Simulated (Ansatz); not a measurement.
# VH2 (Fm-3m): from the cell to its phonons, part 2 of 2

Aim: the phonons of VH2 (Fm-3m) at a cell relaxed beforehand at this level. After the zone centre comes a 4×4×4 q mesh on a 20×20×20 k mesh.

Ansatz 0.2.0; DFT PBEsol, scalar-relativistic, plane waves, PAW; PAW set soft_1.

So far. Step 2 (Modes at Γ): Before it was imposed, the acoustic sum rule was missed by 6.3e-6 eV/Å². Small misses are needed for a sound result but don't prove that mesh and cutoff are converged. The lowest optical mode is real, 1205 cm⁻¹.

## (3) The dispersion (continued)

Interpolated from a 4×4×4 q mesh. Phonon branches along the path, in cm⁻¹:

```csv
point,branch 1,branch 2,branch 3,branch 4,branch 5,branch 6,branch 7,branch 8,branch 9
Γ,0,0,0,1206,1206,1206,1382,1382,1382
halfway,160,160,249,1242,1242,1322,1362,1419,1419
X,230,230,301,1236,1319,1319,1395,1395,1447
halfway,230,234,294,1241,1314,1324,1390,1397,1450
U,226,246,273,1255,1304,1337,1374,1401,1450
jump to K,226,246,273,1255,1304,1337,1374,1401,1450
halfway,154,161,255,1229,1279,1333,1363,1385,1420
Γ,0,0,0,1206,1206,1206,1382,1382,1382
halfway,134,134,227,1237,1237,1290,1386,1401,1401
L,196,196,262,1268,1268,1353,1360,1388,1388
halfway,211,231,264,1268,1300,1324,1377,1402,1417
W,216,264,264,1273,1282,1357,1357,1404,1460
halfway,224,242,289,1247,1307,1330,1384,1400,1454
X,230,230,301,1236,1319,1319,1395,1395,1447
```

The phonon branches as a text plot (rows in cm⁻¹):

```
   1430 |   ************************        **       ************
   1369 |********   *********************************************
   1308 |   **********************          ***     *************
   1247 |  * ************************    ************************
   1186 |****                     ********
   1125 |
   1065 |
   1004 |
    943 |
    882 |
    821 |
    760 |
    700 |
    639 |
    578 |
    517 |
    456 |
    395 |
    335 |
    274 |      ******************            ********************
    213 |    ** **************** ***       **  ******************
    152 |  *****               ***  *     * ***
     91 | ***                     ****   ***
     30 |**                          *****
         Γ           X  U|K            Γ         L        W     X
```

Tetrahedra on a 28×28×28 mesh, mean over bins of 20 cm-1. Interpolated from a 4×4×4 q mesh. Table of phonon density of states by wavenumber; read off at these points:

wavenumber (cm⁻¹), phonon density of states (1/cm⁻¹/cell) and a bar:
```
       10     0.0000 
       50     0.0005 
       90     0.0017 #
      130     0.0041 ##
      170     0.0098 #####
      210     0.0325 ################
      250     0.0132 #######
      270     0.0323 ################
      290     0.0073 ####
      330     0.0000 
      370     0.0000 
      410     0.0000 
      450     0.0000 
      490     0.0000 
      530     0.0000 
      570     0.0000 
      610     0.0000 
      650     0.0000 
      690     0.0000 
      730     0.0000 
      750     0.0000 
      790     0.0000 
      830     0.0000 
      870     0.0000 
      910     0.0000 
      950     0.0000 
      990     0.0000 
     1030     0.0000 
     1070     0.0000 
     1110     0.0000 
     1150     0.0000 
     1190     0.0000 
     1230     0.0101 #####
     1270     0.0319 ################
     1310     0.0234 ############
     1350     0.0145 #######
     1390     0.0389 ###################
     1410     0.0598 ##############################
     1430     0.0097 #####
     1470     0.0001
```

The partial phonon density of states has structure finer than the step of the table below, so its rows give means over 50 cm⁻¹, whole bins alone (the curve runs from -10 to 1513 cm⁻¹). Peaks (cm⁻¹: height): H 1263.9: 0.0308, 1398.0: 0.0514; V 210.3: 0.0285, 267.8: 0.0257.

Phonopy on the run's constants, 21x21x21 mesh, Gaussian sigma 10.9 cm-1. Interpolated from a 4×4×4 q mesh. Table of partial phonon density of states by wavenumber; means over each step; values in 1/cm⁻¹/cell:

```csv
wavenumber (cm⁻¹),H,V
50,2.2e-5,5.4e-4
100,8.1e-5,0.00220
150,2.1e-4,0.00669
200,4.8e-4,0.0218
250,2.2e-4,0.0212
300,2.9e-5,0.00645
350,0,4.6e-6
400,0,0
450,0,0
500,0,0
550,0,0
600,0,0
650,0,0
700,0,0
750,0,0
800,0,0
850,0,0
900,0,0
950,0,0
1000,0,0
1050,0,0
1100,0,0
1150,1.4e-6,0
1200,0.00260,9.1e-5
1250,0.0217,4.1e-4
1300,0.0241,2.5e-4
1350,0.0212,1.1e-4
1400,0.0404,1.7e-4
1450,0.00894,1.6e-5
```

Harmonic thermodynamic functions per atom, from the density of states. Interpolated from a 4×4×4 q mesh. Thermodynamic functions, by row:

```csv
T (K),F_vib (meV/atom),S (J/mol-atom/K),C_V (J/mol-atom/K)
0,180,0,0
50,180,0.265,0.89
100,179.5,1.832,3.933
200,175.6,5.655,6.865
300,168.1,8.77,8.695
400,157.5,11.59,11.05
500,144.1,14.32,13.49
600,127.8,16.97,15.6
700,108.9,19.51,17.31
800,87.47,21.91,18.65
900,63.57,24.17,19.71
1000,37.41,26.29,20.54
```

Harmonic mean-square displacement, third of the trace. Interpolated from a 4×4×4 q mesh. Mean square displacements, by row:

```csv
T (K),V1 U_eq (Å²),H2 U_eq (Å²),H3 U_eq (Å²)
0,0.0016,0.01319,0.01319
100,0.00195,0.01347,0.01347
300,0.00407,0.0149,0.0149
600,0.00775,0.01824,0.01824
```

Symmetry leaves 8 wavevectors to solve. The lowest mode among them, the acoustic zeros apart, lies at q = (0, 0, 0.25) and is real, 134 cm⁻¹.

## (4) Another isotope

An isotope changes the mass and not the force constants, so no new electronic calculation is needed; the shifts show which modes move this element.

The same force constants with the mass of H changed from 1.008 to 2.014 u (phonopy, no LO-TO term). Both lists are sorted by frequency; levels can cross, so a row need not hold one and the same mode. Modes under 3 cm⁻¹ are left out. Isotope shifts, by row:

```csv
q,rank,natural mass (cm⁻¹),changed mass (cm⁻¹)
0 0 0,4,1205,868.8
0 0 0,5,1205,868.8
0 0 0,6,1205,868.8
0 0 0,7,1382,978
0 0 0,8,1382,978
0 0 0,9,1382,978
0 0 0.25,1,134.2,132.1
0 0 0.25,2,134.2,132.1
0 0 0.25,3,226.9,224.9
0 0 0.25,4,1237,889.9
0 0 0.25,5,1237,889.9
0 0 0.25,6,1290,920.9
0 0 0.25,7,1386,980.5
0 0 0.25,8,1401,991.5
0 0 0.25,9,1401,991.5
0 0 -0.5,1,196.3,194.2
0 0 -0.5,2,196.3,194.2
0 0 -0.5,3,262.3,262.1
0 0 -0.5,4,1268,907.2
0 0 -0.5,5,1268,907.2
0 0 -0.5,6,1353,957.4
0 0 -0.5,7,1360,962.9
0 0 -0.5,8,1388,982
0 0 -0.5,9,1388,982
0 0.25 0.25,1,159.8,157.4
0 0.25 0.25,2,159.8,157.4
0 0.25 0.25,3,249.1,247.2
0 0.25 0.25,4,1242,891.7
0 0.25 0.25,5,1242,891.7
0 0.25 0.25,6,1322,935.4
0 0.25 0.25,7,1362,970.9
0 0.25 0.25,8,1419,1004
0 0.25 0.25,9,1419,1004
```

A mode of this element alone would shift by -29.26 %. The highest zone-centre frequency without the field goes from 1382.5 to 978.0 cm⁻¹ (-29.3 %). The product of the frequency ratios over all optical modes at Γ is 0.133; the product rule, (m/m′)^(3k/2) (M′/M)^(3/2) with k = 2 such atoms and M the mass of the cell, gives 0.133.

## (5) Results

* space group (within 0.01 Å): Fm-3m
* volume per atom: 6.02 Å³
* electronic character: no gap on this mesh
* highest optical mode at the zone centre (no LO-TO term): 1382 cm⁻¹
* lowest optical zone-centre mode: 1205 cm⁻¹
* lowest mode on the q mesh (acoustic modes at Γ apart): 134 cm⁻¹
* highest frequency on the path or at a solved wavevector: 1460 cm⁻¹
* zero-point energy per atom: 180 meV
* heat capacity at 300 K: 8.70 J/(mol atoms K)
* vibrational entropy at 300 K: 8.77 J/(mol atoms K)
* Debye temperature (second moment): 2053 K
* imaginary modes on the 4×4×4 q mesh: none

**Reading.** The structure is a minimum as far as tested: no mode is imaginary at the 8 irreducible wavevectors of the 4×4×4 mesh, and the softest away from the acoustic zeros lies at 134 cm⁻¹. The optical modes at Γ span 1205 to 1382 cm⁻¹. The highest mode in this list at Γ, 1382.5 cm⁻¹, is mostly motion of H (100 % of the kinetic energy). On the path and the mesh, the widest gap between branches runs from 301 to 1206 cm⁻¹. With no gap, or one that is small against the smearing, the frequencies hang on the k mesh and the smearing, most of all near Kohn anomalies. The phonon runs are without spin polarisation, although the cell has an odd electron count. The PAW files were made for PBE and serve the other functionals too. These are harmonic frequencies at zero temperature: anharmonic shifts, linewidths and thermal expansion are left out.

[Logs are printed without paths, hosts, clocks, repeated set-up lines and the standing remarks that a program may print on its own settings, such as how far it seeks lower states.]

[Hosts, paths, dates, database ids (printed as entryN), source tags and the programs' standing remarks are cut or masked in the printed files.]
